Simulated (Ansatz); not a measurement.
# Preparing LiLaSO (P4/nmm) as a host crystal, part 2 of 4

Before any defect goes in: LiLaSO (P4/nmm) at rest, and how it screens a charge.

Ansatz 0.2.0; plane-wave PAW DFT, PBEsol; relaxation of the host's cell and atoms (the session's first sound run).

So far: Set-up; Host cell relaxation. The relaxed cell has a = 3.975, c = 8.634 Å (conventional setting).

## (3) Dielectric tensors of the host

The response to a uniform electric field gives the electronic dielectric tensor.

This step: plane-wave PAW DFPT, PBEsol; dielectric tensors, Born charges and zone-centre modes of the host (Ansatz 0.2.0).

The input, eps/input.yaml:

```yaml
crystal:
  lattice:
    - [3.9745914041, 0.0, 0.0]
    - [0.0, 3.9745914041, 0.0]
    - [0.0, 0.0, 8.6338213126]
  atoms:
    - { symbol: Li, position: [0.5, 0.5, 0.5] }
    - { symbol: Li, position: [0.0, 0.0, 0.5] }
    - { symbol: La, position: [0.0, 0.5, 0.8559897345] }
    - { symbol: La, position: [0.5, 0.0, 0.1440102655] }
    - { symbol: S, position: [0.5, 0.0, 0.6628871403] }
    - { symbol: S, position: [0.0, 0.5, 0.3371128597] }
    - { symbol: O, position: [0.0, 0.0, 0.0] }
    - { symbol: O, position: [0.5, 0.5, 0.0] }
basis:
  ecutwfc: 420
hamiltonian:
  xc: pbesol
kpoints:
  mp_grid: { grid: [6, 6, 3] }
scf:
  occupations: { method: fixed }
  max_iter: 100
phonons:
  method: dfpt
  dielectric: true
  rigid_motions: translations
```

Launch:

```console
> ansatz run input.yaml --threads 4 --pin off --max-ram 7536MiB --backend cpu --events-out ev --progress --plain --runs-dir out
```

Numbers of over 12 decimals in the logs are rounded to 6 here.

Log:

```text
[...]
Crystal: 8 atoms, lattice volume = 136.392 Å³
Basis set: ecut = 420 eV, 2677 PW (Γ), exchange–correlation on 60×60×120 points (8 copies of the dense FFT grid, shifted against one another)
Bands: 34, of which v1, the nominal top of the filled ones, is band 26 counted from 1 (25 counted from 0)
Symmetry: 16 space group operations
k-points: 40 of 108 (irreducible under 2 space group operations, time reversal used)
[...]
SCF iter   1: F=—  HF=-15635.062489 eV  |F-HF|=—  |Δ(HF+E_count)|=         —  Δρ=9.64e-3  dr2=1.21e-1  ethr=1.77e-3  ⟨swp⟩=6.4  Hψ=5366  notcnv=0  defer=204
[...]
SCF iter   9: F=-15635.034495 eV  HF=-15635.034495 eV  |F-HF|=3.64e-12  |Δ(HF+E_count)|=  7.64e-11  Δρ=7.17e-8  dr2=8.07e-12  ethr=1.00e-12  ⟨swp⟩=15.9  Hψ=9704  notcnv=0
SCF 1 converged in 9 iterations: F = -15635.034495 eV  dr2 = 8.07e-12
[...]
NSCF: frozen V_eff on 4 k-points
DFPT response loops at Γ: preconditioner auto → Resta (q_TF=auto, 2.323 Å⁻¹)  ε∞=4.4 (no band partly filled); β = 1.00, the filter's whole step (`scf.mixing.beta` (0.50) is not read by the response loops at its default; [...]
── the response to a field inside a basis, on 6×6×4 k-points: an SCF that follows is theirs, and a resumed run solves both again ──
Bands: 27, of which v1, the nominal top of the filled ones, is band 26 counted from 1 (25 counted from 0)
k-points: 12 of 144
[...]
Eigensolver: Dense (12 Hₖ)
SCF iter   1: F=—  HF=-15634.991248 eV  |F-HF|=—  |Δ(HF+E_count)|=         —  Δρ=2.71e-4  dr2=2.74e-5  ethr=1.00e-1
[...]
SCF iter   4: F=-15634.991256 eV  HF=-15634.991256 eV  |F-HF|=1.36e-8  |Δ(HF+E_count)|=   4.90e-7  Δρ=5.48e-6  dr2=4.05e-8  ethr=3.97e-9
SCF 1 converged in 4 iterations: F = -15634.991256 eV  dr2 = 4.05e-8
[...]
SCF converged after 9 iterations
Free energy (F): -15635.034495 eV
[...]
Internal energy: -15635.034495 eV  (E = F + TS)
E sigma→0 (E₀):  -15635.034495 eV
Fermi energy:    7.464523 eV
[...]
--- Band table (eV; the first three rows and the last of 40) ---
[...]
[... further k-points left out ...]
--- Phonons (Γ-DFPT): 8 representative perturbations + reference, on 40 of 108 k-points (Σ response iterations 30) ---
  k mesh reduced under 2 symmetry operations, with k and −k counted as one. Each operation leaves every solved perturbation unchanged. A smaller set is not considered because the run solves the response to a homogeneous field
  ASR residual: 3.840e-5 → 0.000e0 eV/Å²; symmetrization residual: 2.880e-6 eV/Å²
  ASR residual per site (eV/Å²): 1.54e-5 1.54e-5 3.84e-5 3.84e-5 2.38e-5 2.38e-5 1.31e-5 1.31e-5
  Γ frequencies (cm⁻¹): 0.00 0.00 0.00 89.30 89.30 118.04 118.04 137.54 178.02 178.02 188.11 247.19 311.96 316.76 316.76 335.43 335.43 337.29 396.84 411.60 411.60 452.18 452.18 510.96
  ε∞ (high-frequency dielectric tensor):
        5.413581     0.000000     0.000000
        0.000000     5.413581     0.000000
        0.000000     0.000000     5.122771
  ε⁰ (static dielectric tensor: ions relaxed, cell fixed):
       20.614440     0.000000     0.000000
        0.000000    20.614440     0.000000
        0.000000     0.000000    13.447200
  ε⁰ − ε∞ (ionic part):
       15.200859     0.000000     0.000000
        0.000000    15.200859     0.000000
        0.000000     0.000000     8.324428
  softest optical mode at Γ: 89.30 cm⁻¹; the repairs (sum rule, projections) moved no ω² at Γ by more than (1.82 cm⁻¹)²
  Born effective charges Z* (e; rows j = field, columns β = displacement):
    site 0:
         0.88937    0.00000   -0.00000
         0.00000    0.88937    0.00000
        -0.00000   -0.00000    0.90383
    site 1:
         0.88937   -0.00000   -0.00000
         0.00000    0.88937    0.00000
         0.00000    0.00000    0.90383
    site 2:
         4.48310   -0.00000    0.00000
         0.00000    4.48310   -0.00000
         0.00000    0.00000    3.78904
    site 3:
         4.48310   -0.00000    0.00000
         0.00000    4.48310    0.00000
         0.00000    0.00000    3.78904
    site 4:
        -2.32836   -0.00000   -0.00000
        -0.00000   -2.32836    0.00000
         0.00000    0.00000   -2.05984
    site 5:
        -2.32836   -0.00000   -0.00000
        -0.00000   -2.32836    0.00000
         0.00000    0.00000   -2.05984
    site 6:
        -3.04412    0.00000   -0.00000
         0.00000   -3.04412    0.00000
        -0.00000    0.00000   -2.63303
    site 7:
        -3.04412    0.00000   -0.00000
        -0.00000   -3.04412    0.00000
         0.00000    0.00000   -2.63303
  Z* charge neutrality: 2.204e-2 e pre-enforcement
  solved inside a basis spanned on kpoints, on 6×6×4 k-points, its susceptibility summed on 10×10×4: ε∞ is read to err by 2.3e-2, Z* by 3.5e-2 e (field_mesh: kpoints solves on kpoints); Z* is corrected for what the basis lacks
  optical modes at Γ without the LO–TO term, one row a degenerate level:
      ω (cm⁻¹)  modes    IR ((D/Å)²/amu)
         89.30      2             8.8787
        118.04      2             0.0000
        137.54      1             6.7687
        178.02      2             0.0000
        188.11      1             0.0000
        247.19      1             0.0000
        311.96      1             0.0000
[...]
optical modes at Γ + LO–TO along q̂ = [1.0000, 0.0000, 0.0000]:
      ω (cm⁻¹)  modes    IR ((D/Å)²/amu)
[...]
optical modes at Γ + LO–TO along q̂ = [0.0000, 1.0000, 0.0000]:
      ω (cm⁻¹)  modes    IR ((D/Å)²/amu)
[...]
optical modes at Γ + LO–TO along q̂ = [0.0000, 0.0000, 1.0000]:
      ω (cm⁻¹)  modes    IR ((D/Å)²/amu)
[...]
177.13      1             2.3719
        178.02      2             0.0000
        188.11      1             0.0000
        247.19      1             0.0000
        311.96      1             0.0000
        316.76      2            77.7321
        335.43      2             6.3150
        337.29      1             0.0000
        411.60      2             0.0000
        452.18      2             0.0000
        465.73      1            11.0412
        547.73      1            22.8883
```

Elapsed: 77 s, on 4 threads of Arm Neoverse V2, shared host; peak memory 1.3 GiB.

In the SCF lines HF is the Harris–Foulkes energy and dr2 the Hartree energy of the density residual, in eV; the loop may stop once dr2 is under the threshold and the program's other checks hold. Hψ counts applications of the Hamiltonian.

Electronic dielectric tensor:

```
5.41 0.00 0.00
0.00 5.41 0.00
0.00 0.00 5.12
```

Static dielectric tensor:

```
20.61  0.00  0.00
 0.00 20.61  0.00
 0.00  0.00 13.45
```

The principal values of the electronic dielectric tensor are 5.12, 5.41 and 5.41. The principal values of the static dielectric tensor are 13.45, 20.61 and 20.61.

## (4) Primitive cell on a dense mesh

A dense mesh gives the host's converged energy, against which the supercell's sampling is tested.

This step: plane-wave PAW DFT, PBEsol; single point of the host's primitive cell on a dense mesh (Ansatz 0.2.0).

dense/input.yaml, as its differences from eps/input.yaml of step 3:

```diff
@@ -16,2 +16,3 @@
   ecutwfc: 420
+  xc_grid: 2
 hamiltonian:
@@ -19,9 +20,5 @@
 kpoints:
-  mp_grid: { grid: [6, 6, 3] }
+  mp_grid: { grid: [7, 7, 3] }
 scf:
-  occupations: { method: fixed }
-  max_iter: 100
-phonons:
-  method: dfpt
-  dielectric: true
-  rigid_motions: translations
+  occupations: { method: fermi_dirac, width: 0.01 }
+  max_iter: 80
```

Log:

```text
[...]
Crystal: 8 atoms, lattice volume = 136.392 Å³
Basis set: ecut = 420 eV, 2677 PW (Γ), exchange–correlation on 54×54×120 points (8 copies of the dense FFT grid, shifted against one another)
Bands: 34, of which v1, the nominal top of the filled ones, is band 26 counted from 1 (25 counted from 0)
Symmetry: 16 space group operations
[...]
k-points: 20 of 147
[...]
SCF iter   1: F=—  HF=-15635.063159 eV  |F-HF|=—  |Δ(HF+E_count)|=         —  Δρ=9.58e-3  dr2=1.19e-1  ethr=1.77e-3  ⟨swp⟩=7.1  Hψ=3234  notcnv=0
[...]
SCF iter   7: F=-15635.034872 eV  HF=-15635.034872 eV  |F-HF|=4.27e-9  |Δ(HF+E_count)|=   2.46e-7  Δρ=2.41e-6  dr2=1.01e-8  ethr=2.62e-10  ⟨swp⟩=2.6  Hψ=1290  notcnv=0
SCF 1 converged in 7 iterations: F = -15635.034872 eV  dr2 = 1.01e-8
[...]
SCF converged after 7 iterations
Free energy (F): -15635.034872 eV
[...]
Internal energy: -15635.034872 eV  (E = F + TS)
E sigma→0 (E₀):  -15635.034872 eV
Fermi energy:    9.001694 eV
[...]
```

The job ended after 1.4 s (4 threads; peak memory 0.49 GiB).

## (5) Self-consistent run

This step: plane-wave PAW DFT, PBEsol; single point of the defect-free supercell, a test of its k-points (Ansatz 0.2.0).

System of this step: LiLaSO (P4/nmm). The cell holds 64 atoms: 16 Li, 16 La, 16 S and 16 O. Its edges and angles: a = 11.242 Å, b = 11.242 Å, c = 8.634 Å, α = 90.0°, β = 90.0°, γ = 90.0°.

The input, pristine.sampling/input.yaml:

```yaml
crystal:
  lattice:
    - [7.9491828081, 7.9491828081, 0.0]
    - [-7.9491828081, 7.9491828081, 0.0]
    - [0.0, 0.0, 8.6338213126]
  atoms:
    - { symbol: Li, position: [0.0, 0.25, 0.5] }
    - { symbol: Li, position: [0.25, 0.0, 0.5] }
    - { symbol: Li, position: [0.0, 0.0, 0.5] }
    - { symbol: Li, position: [0.25, 0.25, 0.5] }
    - { symbol: La, position: [0.125, 0.125, 0.8559897345] }
    - { symbol: La, position: [0.375, 0.375, 0.8559897345] }
    - { symbol: La, position: [0.125, 0.375, 0.1440102655] }
    - { symbol: La, position: [0.375, 0.125, 0.1440102655] }
    - { symbol: S, position: [0.125, 0.375, 0.6628871403] }
    - { symbol: S, position: [0.375, 0.125, 0.6628871403] }
    - { symbol: S, position: [0.125, 0.125, 0.3371128597] }
    - { symbol: S, position: [0.375, 0.375, 0.3371128597] }
    - { symbol: O, position: [0.0, 0.0, 0.0] }
    - { symbol: O, position: [0.25, 0.25, 0.0] }
    - { symbol: O, position: [0.0, 0.25, 0.0] }
    - { symbol: O, position: [0.25, 0.0, 0.0] }
    - { symbol: Li, position: [0.0, 0.75, 0.5] }
    - { symbol: Li, position: [0.25, 0.5, 0.5] }
    - { symbol: Li, position: [0.0, 0.5, 0.5] }
    - { symbol: Li, position: [0.25, 0.75, 0.5] }
    - { symbol: La, position: [0.125, 0.625, 0.8559897345] }
    - { symbol: La, position: [0.375, 0.875, 0.8559897345] }
    - { symbol: La, position: [0.125, 0.875, 0.1440102655] }
    - { symbol: La, position: [0.375, 0.625, 0.1440102655] }
    - { symbol: S, position: [0.125, 0.875, 0.6628871403] }
    - { symbol: S, position: [0.375, 0.625, 0.6628871403] }
    - { symbol: S, position: [0.125, 0.625, 0.3371128597] }
    - { symbol: S, position: [0.375, 0.875, 0.3371128597] }
    - { symbol: O, position: [0.0, 0.5, 0.0] }
    - { symbol: O, position: [0.25, 0.75, 0.0] }
    - { symbol: O, position: [0.0, 0.75, 0.0] }
    - { symbol: O, position: [0.25, 0.5, 0.0] }
    - { symbol: Li, position: [0.5, 0.25, 0.5] }
    - { symbol: Li, position: [0.75, 0.0, 0.5] }
    - { symbol: Li, position: [0.5, 0.0, 0.5] }
    - { symbol: Li, position: [0.75, 0.25, 0.5] }
    - { symbol: La, position: [0.625, 0.125, 0.8559897345] }
    - { symbol: La, position: [0.875, 0.375, 0.8559897345] }
    - { symbol: La, position: [0.625, 0.375, 0.1440102655] }
    - { symbol: La, position: [0.875, 0.125, 0.1440102655] }
    - { symbol: S, position: [0.625, 0.375, 0.6628871403] }
    - { symbol: S, position: [0.875, 0.125, 0.6628871403] }
    - { symbol: S, position: [0.625, 0.125, 0.3371128597] }
    - { symbol: S, position: [0.875, 0.375, 0.3371128597] }
    - { symbol: O, position: [0.5, 0.0, 0.0] }
    - { symbol: O, position: [0.75, 0.25, 0.0] }
    - { symbol: O, position: [0.5, 0.25, 0.0] }
    - { symbol: O, position: [0.75, 0.0, 0.0] }
    - { symbol: Li, position: [0.5, 0.75, 0.5] }
    - { symbol: Li, position: [0.75, 0.5, 0.5] }
    - { symbol: Li, position: [0.5, 0.5, 0.5] }
    - { symbol: Li, position: [0.75, 0.75, 0.5] }
    - { symbol: La, position: [0.625, 0.625, 0.8559897345] }
    - { symbol: La, position: [0.875, 0.875, 0.8559897345] }
    - { symbol: La, position: [0.625, 0.875, 0.1440102655] }
    - { symbol: La, position: [0.875, 0.625, 0.1440102655] }
    - { symbol: S, position: [0.625, 0.875, 0.6628871403] }
    - { symbol: S, position: [0.875, 0.625, 0.6628871403] }
    - { symbol: S, position: [0.625, 0.625, 0.3371128597] }
    - { symbol: S, position: [0.875, 0.875, 0.3371128597] }
    - { symbol: O, position: [0.5, 0.5, 0.0] }
    - { symbol: O, position: [0.75, 0.75, 0.0] }
    - { symbol: O, position: [0.5, 0.75, 0.0] }
    - { symbol: O, position: [0.75, 0.5, 0.0] }
basis:
  ecutwfc: 420
  xc_grid: 2
hamiltonian:
  xc: pbesol
kpoints:
  mp_grid: { grid: [1, 1, 1], shift: [0.25, 0.25, 0.25] }
scf:
  occupations: { method: fermi_dirac, width: 0.01 }
  max_iter: 80
```

Log:

```text
[...]
Crystal: 64 atoms, lattice volume = 1091.134 Å³
Basis set: ecut = 420 eV, 21369 PW (Γ), exchange–correlation on 160×160×120 points (8 copies of the dense FFT grid, shifted against one another)
Bands: 272, of which v1, the nominal top of the filled ones, is band 208 counted from 1 (207 counted from 0)
Symmetry: 32 space group operations
k-points: 1
[...]
SCF iter   1: F=—  HF=-125080.496744 eV  |F-HF|=—  |Δ(HF+E_count)|=         —  Δρ=9.59e-3  dr2=9.57e-1  ethr=1.77e-3  ⟨swp⟩=8.0  Hψ=1378  notcnv=0  defer=6
[...]
SCF iter   7: F=-125080.280215 eV  HF=-125080.280215 eV  |F-HF|=1.18e-7  |Δ(HF+E_count)|=   2.50e-6  Δρ=4.02e-6  dr2=1.98e-7  ethr=2.40e-10  ⟨swp⟩=3.0  Hψ=644  notcnv=0
SCF 1 converged in 7 iterations: F = -125080.280215 eV  dr2 = 1.98e-7
[...]
SCF converged after 7 iterations
Free energy (F): -125080.280215 eV
[...]
Internal energy: -125080.280215 eV  (E = F + TS)
E sigma→0 (E₀):  -125080.280215 eV
Fermi energy:    9.066000 eV
[...]
```

It took 6.6 s on 4 threads; peak memory 2 GiB; 22 s of CPU time.

This step gave:

| Property | Result |
| --- | --- |
| energy over dense mesh | -1.94e-5 eV/atom |

[end of part 2 of 4]

[Logs are printed without paths, hosts, clocks, repeated set-up lines and the standing remarks that a program may print on its own settings, such as how far it seeks lower states.]

[Hosts, paths, dates, database ids (printed as entryN), source tags and the programs' standing remarks are cut or masked in the printed files.]

[Runs of the host that timed out are not shown.]

[For some hosts the program warned that the k-mesh of the response run may be too coarse for force constants and the static dielectric constant; such warnings are not always shown.]
